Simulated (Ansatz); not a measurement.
# Ti2Mn: relaxing a made-up structure

This structure for Ti2Mn is made up. Its elements were placed in a known structure type with a cell scaled to their sizes. What cell does the guess relax to, and how far off was it?

Calculated with Ansatz 0.2.0; DFT, PBEsol, plane-wave PAW, files of the set soft_1, scalar-relativistic, ferromagnetic start, cell and ions relaxed at zero pressure; PAW set soft_1.

### Step 1. Starting point

It takes space group I4/mcm (No. 140, tetragonal). The conventional cell has a = 5.790 Å, b = 5.790 Å, c = 4.806 Å, α = 90.00°, β = 90.00°, γ = 90.00°. Nearest to Mn lie 2 Mn at 2.40 Å and 8 Ti at 2.47 Å. Nearest to Ti lie 4 Mn at 2.47 Å and 3 Ti at 2.75 Å. Farther neighbours are not listed.

As a file:

```cif
data_structure
_symmetry_space_group_name_H-M 'I4/mcm'
_symmetry_Int_Tables_number 140
_cell_length_a 5.7900
_cell_length_b 5.7900
_cell_length_c 4.8060
_cell_angle_alpha 90.000
_cell_angle_beta 90.000
_cell_angle_gamma 90.000
_cell_volume 161.12
loop_
_atom_site_label
_atom_site_type_symbol
_atom_site_symmetry_multiplicity
_atom_site_Wyckoff_symbol
_atom_site_fract_x
_atom_site_fract_y
_atom_site_fract_z
_atom_site_occupancy
Mn1 Mn 4 a 0.00000 0.00000 0.75000 1
Ti1 Ti 8 h 0.16810 0.33190 0.50000 1
```

### Step 2. Relaxing cell and atoms

The guessed cell has no reason to be at equilibrium. It is relaxed with the atoms, within the space group of the guess.

The input, input.yaml:

```yaml
crystal:
  lattice:
    - [-2.895, 2.895, 2.403]
    - [2.895, -2.895, 2.403]
    - [2.895, 2.895, -2.403]
  atoms:
    - { symbol: Mn, position: [0.75, 0.75, 0.0], spin: 4.0 }
    - { symbol: Mn, position: [0.25, 0.25, 0.0], spin: 4.0 }
    - { symbol: Ti, position: [0.8319, 0.6681, 0.5], spin: 1.0 }
    - { symbol: Ti, position: [0.3319, 0.8319, 0.1638], spin: 1.0 }
    - { symbol: Ti, position: [0.1681, 0.3319, 0.5], spin: 1.0 }
    - { symbol: Ti, position: [0.6681, 0.1681, 0.8362], spin: 1.0 }
magnetization:
  spin_polarized: true
kpoints:
  mp_grid: { grid: [7, 7, 7] }
scf:
  occupations: { method: fermi_dirac, width: 0.05 }
hamiltonian:
  xc: pbesol
  pseudopotentials: { kind: paw, azcp: { folder: soft_1 }, xc_functional: pbe }
relax:
  f_tol: 0.015
  max_steps: 70
  cell: {}
output:
  forces: true
  stress: true
```

Command:

```
ansatz run input.yaml --threads 4 --pin off --max-ram 10240MiB --backend cpu --events-out ev --progress --plain --runs-dir out
```

Numbers of over 12 decimals in the logs are rounded to 6 here.

The log of the run:

```text
Engine: ansatz 0.2.0, aarch64-unknown-linux-gnu
Pseudopotentials: kind: paw
Pseudopotential: Mn, paw, valence charge 15, recommended cutoff 420 eV (normal), soft_1/Mn.paw.azcp
Pseudopotential: Ti, paw, valence charge 12, recommended cutoff 420 eV (normal), soft_1/Ti.paw.azcp
Functional definition: PBEsol
  exchange = pbesol_x
  correlation = pbesol_c
Crystal: 6 atoms, lattice volume = 80.558 Å³
Basis set: ecut = 420 eV, 1553 PW (Γ), exchange–correlation on 64×64×64 points (8 copies of the dense FFT grid, shifted against one another)
Bands: 54, of which v1, the nominal top of the filled ones, is band 39 counted from 1 (38 counted from 0)
Symmetry: 16 space group operations
Space group: I4/mcm (ITA 140), of the structure as read, at distance tolerance 4.3e-5 Å
Magnetic group: BNS 140.541 (UNI 1201), of the structure as read, at distance tolerance 4.3e-5 Å
k-points: 40 of 343
Non-local potential: Mn, projectors of the file, l = 0: 3, l = 1: 2, l = 2: 3, l = 3: 1
Non-local potential: Ti, projectors of the file, l = 0: 3, l = 1: 2, l = 2: 3, l = 3: 1
PAW form: soft (Blöchl's): semilocal exchange-correlation on the pseudo side does not see the compensation charge
PAW frozen core: Mn, regenerated for the run's functional, and the local potential with it (the file was generated under x = pbe(κ = 0.804, μ = 0.219515), c = pbe(β = 0.066725))
PAW frozen core: Ti, regenerated for the run's functional, and the local potential with it (the file was generated under x = pbe(κ = 0.804, μ = 0.219515), c = pbe(β = 0.066725))
PAW one-centre angular grid: Mn, 590 points (default); XC on 64 Gauss nodes
PAW one-centre angular grid: Ti, 590 points (default); XC on 64 Gauss nodes
Initial density: superposition of atomic densities (chi_scale 0.1, normalization cell)
Starting moments: Σ|m| = 12 μB on 6 of 6 sites
Initial wavefunctions: pseudopotential atomic-orbital guess
Functional: x = pbesol(κ = 0.804, μ = 0.123457), c = pbesol(β = 0.046)
SCF iter   1: F=—  HF=-17627.767616 eV  |F-HF|=—  |Δ(HF+E_count)|=         —  Δρ=1.01e-1 (↑1.01e-1 ↓5.52e-2)  dr2=4.58e0  dr2_m=3.89e0  M=7.627 μB ∫|m|=7.649 μB  β_m=0.30  ethr=3.10e-3  ⟨swp⟩=4.2  Hψ=12879  notcnv=0
Mixer restart at iter 1: flushing history
preconditioner: auto → Kerker (q_TF=auto, 2.714 Å⁻¹)  [metal: Δε(μ)=0.016 eV  Ē_g=5.434 eV  σ=0.050 eV  W_gap=0.08  n_scr=18 (ndim 8)  ℏωp=22.7 eV  f_vac=0.000  D(μ)=5.77/eV (n_scr^D=70)]
spin=Collinear: Kerker preconditioning applied to the charge; magnetization (m = ρ↑ − ρ↓) channel mixes plain (no charge-response kernel on spin).
SCF iter   2: F=—  HF=-17627.737347 eV  |F-HF|=—  |Δ(HF+E_count)|=   3.03e-2  Δρ=6.86e-2 (↑6.86e-2 ↓5.40e-2)  dr2=2.68e0  dr2_m=2.41e0  M=7.133 μB ∫|m|=7.173 μB  β_m=0.65  ethr=3.10e-3  ⟨swp⟩=2.3  Hψ=6547  notcnv=0  defer=413
SCF iter   3: F=—  HF=-17631.788055 eV  |F-HF|=—  |Δ(HF+E_count)|=    4.05e0  Δρ=4.67e-2 (↑4.67e-2 ↓3.08e-2)  dr2=4.61e-1  dr2_m=1.01e0  M=4.810 μB ∫|m|=4.972 μB  β_m=0.75  ethr=3.10e-3  ⟨swp⟩=3.2  Hψ=7809  notcnv=0  defer=413
SCF iter   4: F=—  HF=-17632.490957 eV  |F-HF|=—  |Δ(HF+E_count)|=   7.03e-1  Δρ=2.56e-2 (↑1.46e-2 ↓2.56e-2)  dr2=2.55e-1  dr2_m=2.81e-1  M=2.935 μB ∫|m|=3.420 μB  β_m=0.88  ethr=5.91e-4  ⟨swp⟩=2.7  Hψ=9260  notcnv=0  defer=382
SCF iter   5: F=—  HF=-17632.746588 eV  |F-HF|=—  |Δ(HF+E_count)|=         —  Δρ=4.94e-2 (↑4.94e-2 ↓6.38e-3)  dr2=2.11e0  dr2_m=4.93e-1  M=0.285 μB ∫|m|=1.566 μB  β_m=0.88  ethr=3.27e-4  ⟨swp⟩=3.7  Hψ=9190  notcnv=0  defer=386
Mixer restart at iter 5: flushing history
SCF iter   6: F=—  HF=-17633.362206 eV  |F-HF|=—  |Δ(HF+E_count)|=   6.16e-1  Δρ=3.49e-2 (↑1.14e-2 ↓3.49e-2)  dr2=9.70e-1  dr2_m=1.33e-1  M=0.155 μB ∫|m|=1.023 μB  β_m=0.78  ethr=3.27e-4  ⟨swp⟩=3.5  Hψ=10704  notcnv=0  defer=330
SCF iter   7: F=—  HF=-17633.198353 eV  |F-HF|=—  |Δ(HF+E_count)|=   1.64e-1  Δρ=2.60e-2 (↑2.60e-2 ↓2.35e-3)  dr2=5.60e-1  dr2_m=1.27e-1  M=0.057 μB ∫|m|=0.756 μB  β_m=0.81  ethr=3.27e-4  ⟨swp⟩=3.6  Hψ=9811  notcnv=0  defer=337
SCF iter   8: F=—  HF=-17633.136468 eV  |F-HF|=—  |Δ(HF+E_count)|=   6.19e-2  Δρ=8.88e-3 (↑1.61e-3 ↓8.88e-3)  dr2=5.58e-2  dr2_m=1.83e-2  M=0.017 μB ∫|m|=0.363 μB  β_m=0.91  ethr=3.27e-4  ⟨swp⟩=2.7  Hψ=8801  notcnv=0  defer=343
SCF iter   9: F=—  HF=-17633.136176 eV  |F-HF|=—  |Δ(HF+E_count)|=   2.92e-4  Δρ=4.77e-3 (↑1.01e-3 ↓4.77e-3)  dr2=1.30e-2  dr2_m=5.09e-3  M=0.003 μB ∫|m|=0.201 μB  β_m=0.84  ethr=7.15e-5  ⟨swp⟩=2.2  Hψ=6143  notcnv=0  defer=337
SCF iter  10: F=—  HF=-17633.130116 eV  |F-HF|=—  |Δ(HF+E_count)|=   6.06e-3  Δρ=7.48e-4 (↑7.48e-4 ↓6.20e-4)  dr2=4.36e-4  dr2_m=2.34e-4  M=-0.010 μB ∫|m|=0.061 μB  β_m=0.80  ethr=1.67e-5  ⟨swp⟩=2.5  Hψ=8035  notcnv=0  defer=337
SCF iter  11: F=—  HF=-17633.130446 eV  |F-HF|=—  |Δ(HF+E_count)|=   3.30e-4  Δρ=2.33e-4 (↑2.33e-4 ↓1.22e-4)  dr2=6.57e-5  dr2_m=1.27e-5  M=-0.012 μB ∫|m|=0.024 μB  β_m=0.90  ethr=5.60e-7  ⟨swp⟩=2.0  Hψ=7105  notcnv=0  defer=337
SCF iter  12: F=—  HF=-17633.130504 eV  |F-HF|=—  |Δ(HF+E_count)|=   5.80e-5  Δρ=1.52e-4 (↑1.52e-4 ↓5.91e-5)  dr2=1.28e-5  dr2_m=7.72e-6  M=-0.005 μB ∫|m|=0.014 μB  β_m=0.95  ethr=8.43e-8  ⟨swp⟩=2.0  Hψ=5603  notcnv=0  defer=337
SCF iter  13: F=—  HF=-17633.130509 eV  |F-HF|=—  |Δ(HF+E_count)|=   4.65e-6  Δρ=2.70e-5 (↑1.06e-5 ↓2.70e-5)  dr2=4.88e-7  dr2_m=1.96e-7  M=-0.001 μB ∫|m|=0.002 μB  β_m=0.97  ethr=1.64e-8  ⟨swp⟩=2.0  Hψ=5586  notcnv=0  defer=337
SCF iter  14: F=—  HF=-17633.130509 eV  |F-HF|=—  |Δ(HF+E_count)|=   2.33e-7  Δρ=9.86e-6 (↑5.53e-6 ↓9.86e-6)  dr2=1.30e-7  dr2_m=2.09e-8  M=-0.000 μB ∫|m|=0.001 μB  β_m=0.95  ethr=6.25e-10  ⟨swp⟩=2.0  Hψ=6524  notcnv=0  defer=337
SCF iter  15: F=—  HF=-17633.130509 eV  |F-HF|=—  |Δ(HF+E_count)|=   1.51e-8  Δρ=1.91e-6 (↑1.91e-6 ↓1.62e-6)  dr2=1.61e-9  dr2_m=1.61e-9  M=-0.000 μB ∫|m|=0.000 μB  β_m=0.98  ethr=1.67e-10  ⟨swp⟩=2.0  Hψ=6029  notcnv=0  defer=337
SCF iter  16: F=—  HF=-17633.130509 eV  |F-HF|=—  |Δ(HF+E_count)|=   4.80e-9  Δρ=6.09e-7 (↑5.68e-7 ↓6.09e-7)  dr2=6.15e-10  dr2_m=1.64e-10  M=-0.000 μB ∫|m|=0.000 μB  β_m=0.99  ethr=2.07e-12  ⟨swp⟩=2.0  Hψ=7036  notcnv=0  defer=337
SCF iter  17: F=-17633.130509 eV  HF=-17633.130509 eV  |F-HF|=5.35e-10  |Δ(HF+E_count)|=  5.06e-10  Δρ=4.39e-7 (↑3.67e-7 ↓4.39e-7)  dr2=6.00e-10  dr2_m=2.50e-11  M=-0.000 μB ∫|m|=0.000 μB  ethr=1.00e-12  ⟨swp⟩=1.0  Hψ=10186  notcnv=0
[...]
relax step   5: F+E_penalty+E_count = -17633.58684981 eV  Δ(F+E_penalty+E_count) = -5.416e-3 eV  max|allowed force component| = 1.925e-2 eV/Å  Δτ_max = 0.0078 Å  P = -0.495 GPa  Ω = 88.204 Å³  energy of the carried Pulay correction = -6.743e-3 eV  (11 SCF iters, dr2 threshold 6.00e-7 eV, accepted)
[...]
relax step   6: F+E_penalty+E_count = -17633.58776748 eV  Δ(F+E_penalty+E_count) = -9.177e-4 eV  max|allowed force component| = 5.388e-5 eV/Å  Δτ_max = 0.0008 Å  P = +0.009 GPa  Ω = 87.957 Å³  energy of the carried Pulay correction = -6.535e-3 eV  (8 SCF iters, dr2 threshold 6.00e-7 eV, accepted)
[...]
relax step   7: F+E_penalty+E_count = -17633.59708751 eV  Δ(F+E_penalty+E_count) = -9.320e-3 eV  max|allowed force component| = 4.178e-4 eV/Å  Δτ_max = 0.0000 Å  P = +0.099 GPa  Ω = 87.957 Å³  stress off target by 2.75e-1 GPa  SCF on the basis re-selected at this cell (its energy is not comparable with the rows above)  (10 SCF iters)
[...]
relax step   8: F+E_penalty+E_count = -17633.59718233 eV  Δ(F+E_penalty+E_count) = -9.482e-5 eV  max|allowed force component| = 4.374e-4 eV/Å  Δτ_max = 0.0009 Å  P = +0.005 GPa  Ω = 88.007 Å³  energy of the carried Pulay correction = -4.209e-5 eV  (7 SCF iters, dr2 threshold 1.89e-7 eV, accepted)
iter 1 solved again at ethr=9.38e-8 eV; its pass at ethr=3.10e-3 eV (dr2=7.31e-5 eV) is discarded
SCF iter   1: F=—  HF=-17633.597214 eV  |F-HF|=—  |Δ(HF+E_count)|=         —  Δρ=2.95e-6 (↑2.89e-6 ↓2.95e-6)  dr2=2.01e-9  dr2_m=5.46e-10  M=0.000 μB ∫|m|=0.000 μB  β_m=0.65  ethr=9.38e-8  ⟨swp⟩=3.0  Hψ=23012  notcnv=0
eigensolver tolerance schedule: the retry pair's looser diagonalisation over-reported the residual by 36304.96 of it (diagonalisation noise at an unbounded share of the residual, at the tolerance the schedule requests for it); recorded, not acted on — ethr = c·dr2/N_el stays at c = 1.0e-1
preconditioner: auto → Kerker (q_TF=auto, 1.892 Å⁻¹)  [metal: Δε(μ)=0.005 eV  Ē_g=3.733 eV  σ=0.050 eV  W_gap=0.03  n_scr=12 (ndim 8)  ℏωp=21.7 eV  f_vac=0.000  D(μ)=8.75/eV (n_scr^D=118)]
spin=Collinear: Kerker preconditioning applied to the charge; magnetization (m = ρ↑ − ρ↓) channel mixes plain (no charge-response kernel on spin).
SCF iter   2: F=—  HF=-17633.597212 eV  |F-HF|=—  |Δ(HF+E_count)|=   2.08e-6  Δρ=1.34e-6 (↑1.13e-6 ↓1.34e-6)  dr2=3.98e-10  dr2_m=3.29e-10  M=0.000 μB ∫|m|=0.000 μB  β_m=0.65  ethr=2.58e-12  ⟨swp⟩=3.1  Hψ=9801  notcnv=0
SCF iter   3: F=—  HF=-17633.597212 eV  |F-HF|=—  |Δ(HF+E_count)|=  6.18e-10  Δρ=7.19e-7 (↑7.19e-7 ↓5.33e-7)  dr2=8.90e-11  dr2_m=2.06e-10  M=0.000 μB ∫|m|=0.000 μB  β_m=0.82  ethr=1.00e-12  ⟨swp⟩=2.0  Hψ=5354  notcnv=0
SCF iter   4: F=—  HF=-17633.597212 eV  |F-HF|=—  |Δ(HF+E_count)|=  2.18e-11  Δρ=4.89e-7 (↑2.49e-7 ↓4.89e-7)  dr2=4.42e-11  dr2_m=1.03e-10  M=0.000 μB ∫|m|=0.000 μB  β_m=0.91  ethr=1.00e-12  ⟨swp⟩=2.0  Hψ=5371  notcnv=0
SCF iter   5: F=—  HF=-17633.597212 eV  |F-HF|=—  |Δ(HF+E_count)|=  3.64e-12  Δρ=2.85e-7 (↑2.85e-7 ↓7.73e-8)  dr2=4.56e-11  dr2_m=1.87e-11  M=0.000 μB ∫|m|=0.000 μB  β_m=0.96  ethr=1.00e-12  ⟨swp⟩=1.5  Hψ=4852  notcnv=0
SCF iter   6: F=—  HF=-17633.597212 eV  |F-HF|=—  |Δ(HF+E_count)|=  7.28e-12  Δρ=7.18e-8 (↑5.21e-8 ↓7.18e-8)  dr2=9.83e-12  dr2_m=4.64e-13  M=0.000 μB ∫|m|=0.000 μB  β_m=0.83  ethr=1.00e-12  ⟨swp⟩=1.8  Hψ=4845  notcnv=0
SCF iter   7: F=—  HF=-17633.597212 eV  |F-HF|=—  |Δ(HF+E_count)|=    0.00e0  Δρ=2.67e-8 (↑1.32e-8 ↓2.67e-8)  dr2=1.22e-12  dr2_m=1.23e-13  M=-0.000 μB ∫|m|=0.000 μB  β_m=0.92  ethr=1.00e-12  ⟨swp⟩=1.0  Hψ=4320  notcnv=0
SCF iter   8: F=-17633.597212 eV  HF=-17633.597212 eV  |F-HF|=5.82e-11  |Δ(HF+E_count)|=  7.28e-12  Δρ=1.12e-7 (↑1.12e-7 ↓1.07e-7)  dr2=5.87e-11  dr2_m=5.53e-15  M=-0.000 μB ∫|m|=0.000 μB  ethr=1.00e-12  ⟨swp⟩=1.6  Hψ=9337  notcnv=0
the starting moments were not kept: the SCF closed with an absolute magnetisation of 1.2e-6 μB, where they sum to 12 μB in size (6 sites). That is at most 0.1 of that sum. Measured as dr2_m measures the in/out step, that magnetisation stands 2.4e-13 eV from none, at or under the dr2_threshold of 6.0e-11 eV: it is no larger than a step whose dr2_m would equal this threshold.
SCF 9 converged in 8 iterations: F = -17633.597212 eV  dr2 = 5.87e-11
relax step   9: F+E_penalty+E_count = -17633.59721205 eV  Δ(F+E_penalty+E_count) = -2.972e-5 eV  max|allowed force component| = 4.392e-4 eV/Å  Δτ_max = 0.0000 Å  P = +0.005 GPa  Ω = 88.007 Å³  stress off target by 2.04e-2 GPa  SCF on the basis re-selected at this cell (its energy is not comparable with the rows above)  (8 SCF iters)
basis re-selected at this cell: Δ(F+E_penalty+E_count) = -2.972e-5 eV, ΔP = -0.000 GPa vs the last step (what re-selecting the basis moved, of the pressure what is left beyond the Pulay correction that the steps carried, after the strain that the cell walked since its last selection, with what the two solves' SCF thresholds leave and, on support functions, any second-order correction that the steps lacked; it is no m [...]
SCF converged after 8 iterations
Magnetization: -0.0000 μB (39.0000 up, 39.0000 down)
Absolute magnetization: 0.0000 μB (∫|ρ↑−ρ↓|, with the PAW one-centre terms)
Spin contamination: 0.0000 ħ² per cell (⟨S²⟩ above its minimum at these occupations)
Per-site moments (μB) at R_I (Å): [(2.4572230285672e-7, 1.034021), (2.4572230277254793e-7, 1.034021), (-1.238369070090578e-7, 1.034021), (-1.2383690678855374e-7, 1.034021), (-1.2383690685534295e-7, 1.034021), (-1.238369069058357e-7, 1.034021)]
Free energy (F): -17633.597212 eV
Harris-Foulkes:  -17633.597212 eV  (|F-HF|=5.82e-11)
Internal energy: -17633.526567 eV  (E = F + TS)
E sigma→0 (E₀):  -17633.561889 eV
Entropy (-TS):   -0.070645 eV (-11.774 meV/atom)
Fermi energy:    15.106022 eV
--- Per-component energies (eV) ---
  E_band       = -987.130225
  E_kinetic    = 1774.771247
  E_local      = -7955.688767  (includes V_loc(G=0)·N_el)
  E_nonlocal   = 1161.454785
  E_hartree    = 3143.069104
  E_xc         = -683.437067
  E_vxc        = -865.879645  (∫ρ·V_xc dr)
  E_paw        = -6660.837142  (= ΣΔE_a)
  E_vpaw       = -1387.926370  (= ΣTr[D̂ρ^β])
  E_aug_tail   = -0.000108  (compensation charges beyond the density's cutoff)
  E_ewald      = -8413.755459
  E_core_change = 0.896839  (= ΣΔE_core)
  E_smearing   = -0.070645  (= −TS)
  E_closure    = -0.000000  (closes the sum)
  Σ components = -17633.597212   (vs F -17633.597212, Δ=0.00e0)
--- Forces (eV/Å), atoms counted from 1 ---
  atom   1  Mn     0.00000000    -0.00000000     0.00000000
  atom   2  Mn     0.00000000     0.00000000     0.00000000
  atom   3  Ti     0.00043922    -0.00043922     0.00000000
  atom   4  Ti    -0.00043922    -0.00043922     0.00000000
  atom   5  Ti    -0.00043922     0.00043922     0.00000000
  atom   6  Ti     0.00043922     0.00043922    -0.00000000
  max |Σ_I F_I| component: 3.47e-17 eV/Å
--- Stress (GPa, compression-positive) ---
       -0.002494       0.000000       0.000000
        0.000000      -0.002494       0.000000
        0.000000      -0.000000       0.020397
  P = ⅓ Tr σ = 0.0051 GPa (0.051 kbar)
--- Relaxed structure (7 steps of the walk, 7 accepted, 2 SCFs on fresh bases) ---
  F+E_penalty+E_count = -17633.59721205 eV   max|allowed force component| = 4.392e-4 eV/Å   (the final SCF, on the basis selected at the relaxed cell)
  cell:  # Å, volume = 88.0066 Å³
    - [-2.889306, 2.889306, 2.635529]
    - [2.889306, -2.889306, 2.635529]
    - [2.889306, 2.889306, -2.635529]
  atoms:
    - { symbol: Mn, position: [0.75, 0.75, 0] }
    - { symbol: Mn, position: [0.25, 0.25, 0] }
    - { symbol: Ti, position: [0.824742, 0.675258, 0.5] }
    - { symbol: Ti, position: [0.324742, 0.824742, 0.149485] }
    - { symbol: Ti, position: [0.175258, 0.324742, 0.5] }
    - { symbol: Ti, position: [0.675258, 0.175258, 0.850515] }
```

Wall time 58 s (4 threads of Arm Neoverse V2, shared host); peak memory 0.69 GiB.

Relaxation path:

```csv
step,energy less that of the first step (eV),largest force component (eV/Å),pressure (GPa),volume (Å³)
1,0.0000,0.1606,16.34,80.56
2,-0.3747,0.0485,1.19,87.50
3,-0.4147,0.1098,-0.56,88.22
4,-0.4509,0.0727,-1.55,88.76
5,-0.4563,0.0192,-0.49,88.20
6,-0.4573,0.0001,0.01,87.96
7*,-0.4666,0.0004,0.10,87.96
8,-0.4667,0.0004,0.01,88.01
9*,-0.4667,0.0004,0.01,88.01
```

Relaxation steps marked * repeat the geometry before them on a plane-wave basis chosen anew for their cell, so energy and pressure can jump there.

The run keeps the 16 symmetry operations that it works with, so distortions that break them were not tested.

```
conventional cell, symmetrised  before  after  change
                         a (Å)   5.790  5.779  -0.2 %
                         b (Å)   5.790  5.779  -0.2 %
                         c (Å)   4.806  5.271  +9.7 %
              volume (Å³/atom)   13.43  14.67  +9.2 %
```

The atoms that moved most (Å, as changes of fractional coordinates times the final cell):

| atom | dx | dy | dz | length |
| --- | --- | --- | --- | --- |
| Ti6 | 0.041 | 0.041 | 0.000 | 0.058 |
| Ti5 | -0.041 | 0.041 | 0.000 | 0.058 |
| Ti4 | -0.041 | -0.041 | 0.000 | 0.058 |
| Ti3 | 0.041 | -0.041 | 0.000 | 0.058 |

Final coordinates:

```xyz
6
Lattice="-2.8893 2.8893 2.6355 2.8893 -2.8893 2.6355 2.8893 2.8893 -2.6355" Properties=species:S:1:pos:R:3 pbc="T T T"
Mn    0.0000    0.0000    3.9533
Mn    0.0000    0.0000    1.3178
Ti    1.0127    1.8766    2.6355
Ti    1.8766   -1.0127    2.6355
Ti    1.8766    1.0127    0.0000
Ti    1.0127    3.9021    0.0000
```

This step gave:

| Quantity | Value |
| --- | --- |
| free energy | -17633.5972 eV |
| energy at zero smearing | -17633.5619 eV |
| smearing term TS | 0.07065 eV |
| Fermi energy | 15.11 eV |
| electrons | 78 |
| symmetry operations | 16 |
| pressure | 0.005136 GPa |

The shortest distance of each pair, which need not be the same contact before and after:

| pair | guess (Å) | relaxed (Å) |
| --- | --- | --- |
| Mn–Ti | 2.467 | 2.507 |
| Mn–Mn | 2.403 | 2.636 |
| Ti–Ti | 2.752 | 2.864 |

The relaxation ends with a largest force component of 4.4e-4 eV/Å and a pressure of 0.01 GPa. The starting moments have collapsed: the run ends non-magnetic.

### Step 3. What came out

```
space group, relaxed : I4/mcm
conventional cell    : a = 5.779, b = 5.779, c = 5.271 Å; α = 90.0°, β = 90.0°, γ = 90.0°
volume per atom      : 14.67 Å³ (guess 13.43)
total moment         : 0.00 μB in the cell of 6 atoms
```

**Reading.** Ti2Mn relaxes to I4/mcm with a = 5.779, b = 5.779 and c = 5.271 Å. The guessed volume was 8 % too small. The space group I4/mcm was held in the relaxation, so the end point is a stationary structure within it and may be a saddle against distortions or other arrangements. The moments died out from this one start and weren't seeded again at the relaxed cell. Mesh and cutoff weren't tested. No dispersion term is used, so weakly bound directions may come out too long. Nothing here tests whether the compound is stable against decomposition.

[Logs are printed without paths, hosts, clocks, repeated set-up lines and the standing remarks that a program may print on its own settings, such as how far it seeks lower states.]

[Hosts, paths, dates, database ids (printed as entryN), source tags and the programs' standing remarks are cut or masked in the printed files.]
